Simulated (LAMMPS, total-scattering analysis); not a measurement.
# Two runs on NaCl, one of them wrong

Both are classical molecular dynamics (LAMMPS) with the Lennard-Jones and Coulomb ion parameters for SPC/E (Joung and Cheatham, J. Phys. Chem. B 112, 9020 (2008)), full charges. The totals are in Faber–Ziman form. Below 4 Å⁻¹ the partials are summed on the cell's own reciprocal vectors (from 0.21 Å⁻¹) and folded with a Gaussian of σ = 0.07 Å⁻¹; above it they are transforms of g(r) out to 14.5 Å, tapered over the last 40 %. X-rays take neutral-atom form factors, neutrons coherent lengths (Na 3.63, Cl 9.5792 fm). G(r) = 4πrρ₀[g(r) − 1] carries the resolution of a Lorch-windowed transform up to 30 Å⁻¹. The patterns are simulated, not measured. These ion parameters were fitted for water; with full charges and no polarisation the melts tend to be sluggish and to freeze at too high a temperature.

## First run

in.lmp:

```
# melt and quench of NaCl
units metal
atom_style charge
boundary p p p
region box block 0 26.4965 0 26.4965 0 26.4965
create_box 2 box
mass 1 22.9898   # Na
mass 2 35.4500   # Cl
create_atoms 1 random 300 4458 NULL overlap 2.2 maxtry 2000
create_atoms 2 random 300 4465 NULL overlap 2.2 maxtry 2000
pair_style lj/cut/coul/long 9.0
pair_modify mix arithmetic tail yes
pair_coeff 1 1 0.015292 2.1595   # Na
pair_coeff 2 2 0.000554 4.8305   # Cl
set type 1 charge 1
set type 2 charge -1
kspace_style pppm 1.0e-4
neigh_modify delay 0 every 1 check yes
thermo_style custom step time temp pe press density
thermo_modify norm yes
timestep 0.002
thermo 100
minimize 1e-4 1e-4 200 2000
reset_timestep 0
velocity all create 1800 4459 mom yes dist gaussian
fix lim all nve/limit 0.05
fix lan all langevin 1800 1800 0.2 4460 zero yes
thermo 500
run 1000 post no
unfix lim
unfix lan
thermo 1333
fix md all nvt temp 1800 1800 0.2
run 4000 post no
unfix md
thermo 500
fix md all nvt temp 1800 1700 0.2
run 1000 post no
unfix md
thermo 100
fix md all npt temp 1700 1600 0.2 iso 0 0 2
run 500 post no
unfix md
thermo 1250
fix md all npt temp 1600 1600 0.2 iso 0 0 2
run 2500 post no
unfix md
print "== production at 1600 K"
dump d all custom 200 s0.traj id type xu yu zu
dump_modify d sort id format float %.3f
thermo 100
fix md all npt temp 1600 1600 0.2 iso 0 0 2
run 4000 post no
unfix md
undump d
```

```console
$ lmp -in in.lmp -log none -nocite
```

```text
[a thinned log: between the lines shown up to 5 are left out unmarked, longer gaps are marked]
LAMMPS (22 Jul 2025 - Update 4)
Created orthogonal box = (0 0 0) to (26.4965 26.4965 26.4965)
Created 300 atoms
Created 300 atoms
PPPM initialization ...
  G vector (1/distance) = 0.30855011
  grid = 18 18 18
  estimated relative force accuracy = 7.5614655e-05
   Step          Time           Temp          PotEng         Press         Density
         0   0              0              1.2032595      489300.64      1.564997
       100   0.2            0             -3.8961194     -3439.4335      1.564997
       121   0.242          0             -3.9106382     -4336.675       1.564997
Loop time of 0.213436 s on 1 MPI rank(s) for 121 steps with 600 atoms
Minimization stats:
[... 34 lines left out ...]
      9000   18             1593.5025     -3.6247514      1529.8605      1.1899248
Loop time of 4.00403 s on 1 MPI rank(s) for 2500 steps with 600 atoms
== production at 1600 K (one thermo line in eight is kept)
   Step          Time           Temp          PotEng         Press         Density
      9000   18             1593.5025     -3.6247459      1529.4625      1.1899248
      9800   19.6           1541.0996     -3.6044002      933.82309      1.1421354
     10600   21.2           1631.6844     -3.6210322      1970.7953      1.0896425
     11400   22.8           1602.9455     -3.6050901     -1524.2837      1.1033793
     12200   24.4           1681.0295     -3.6206055      2004.5461      1.1451587
     13000   26             1616.2707     -3.626053       397.72383      1.1277905
Loop time of 6.38192 s on 1 MPI rank(s) for 4000 steps with 600 atoms
```

Run time: 20 s on 1 thread of Arm Neoverse V2, on a shared host, peak memory 0.1 GiB.

## Second run

The input, in.lmp:

```
# melt and quench of NaCl
units metal
atom_style charge
boundary p p p
region box block 0 26.4965 0 26.4965 0 26.4965
create_box 2 box
mass 1 22.9898   # Na
mass 2 35.4500   # Cl
create_atoms 1 random 300 4460 NULL overlap 2.2 maxtry 2000
create_atoms 2 random 300 4467 NULL overlap 2.2 maxtry 2000
pair_style lj/cut/coul/long 9.0
pair_modify mix arithmetic tail yes
pair_coeff 1 1 0.015292 2.1595   # Na
pair_coeff 2 2 0.000554 4.8305   # Cl
set type 1 charge 1
set type 2 charge -1
kspace_style pppm 1.0e-4
neigh_modify delay 0 every 1 check yes
thermo_style custom step time temp pe press density
thermo_modify norm yes
timestep 0.002
thermo 100
minimize 1e-4 1e-4 200 2000
reset_timestep 0
velocity all create 300 4461 mom yes dist gaussian
fix lim all nve/limit 0.05
fix lan all langevin 300 300 0.2 4462 zero yes
thermo 500
run 1000 post no
unfix lim
unfix lan
thermo 166
fix md all nvt temp 300 300 0.2
run 500 post no
unfix md
thermo 1250
fix md all npt temp 300 300 0.2 iso 0 0 2
run 2500 post no
unfix md
print "== production at 300 K"
dump d all custom 200 s0.traj id type xu yu zu
dump_modify d sort id format float %.3f
thermo 100
fix md all npt temp 300 300 0.2 iso 0 0 2
run 4000 post no
unfix md
undump d
```

```console
$ lmp -in in.lmp -log none -nocite
```

```text
[a thinned log: between the lines shown up to 5 are left out unmarked, longer gaps are marked]
LAMMPS (22 Jul 2025 - Update 4)
Created orthogonal box = (0 0 0) to (26.4965 26.4965 26.4965)
Created 300 atoms
Created 300 atoms
PPPM initialization ...
  G vector (1/distance) = 0.30855011
  grid = 18 18 18
  estimated relative force accuracy = 7.5614655e-05
   Step          Time           Temp          PotEng         Press         Density
         0   0              0              1.9866013      603206.71      1.564997
       100   0.2            0             -3.8951395     -4764.3861      1.564997
       122   0.244          0             -3.9112433     -6137.1837      1.564997
Loop time of 0.213451 s on 1 MPI rank(s) for 122 steps with 600 atoms
Minimization stats:
[... 6 lines left out ...]
         0   0              300           -3.9112433     -4803.4588      1.564997
[... 14 lines left out ...]
      4000   8              291.3354      -3.9254074      384.45506      1.709553
Loop time of 4.33183 s on 1 MPI rank(s) for 2500 steps with 600 atoms
== production at 300 K (one thermo line in eight is kept)
   Step          Time           Temp          PotEng         Press         Density
      4000   8              291.3354      -3.9254386      375.95297      1.709553
      4800   9.6            310.35286     -3.9270434     -53.369207      1.7290552
      5600   11.2           293.02513     -3.9300086     -269.81236      1.7166168
      6400   12.8           294.06363     -3.9324292     -929.3274       1.7269944
      7200   14.4           290.52478     -3.9291345      983.34318      1.7196878
      8000   16             282.96993     -3.9294912      118.99208      1.700511
Loop time of 6.98892 s on 1 MPI rank(s) for 4000 steps with 600 atoms
```

It took 14 s on 1 thread of Arm Neoverse V2, on a shared host, peak memory 0.15 GiB.

**Question.** What is wrong with the second run?

The fault: melt too cold, so the random start never mixes. The random start must be melted until it forgets itself.

[Logs are printed without paths, hosts, clocks, repeated set-up lines and the standing remarks that a program may print on its own settings, such as how far it seeks lower states.]
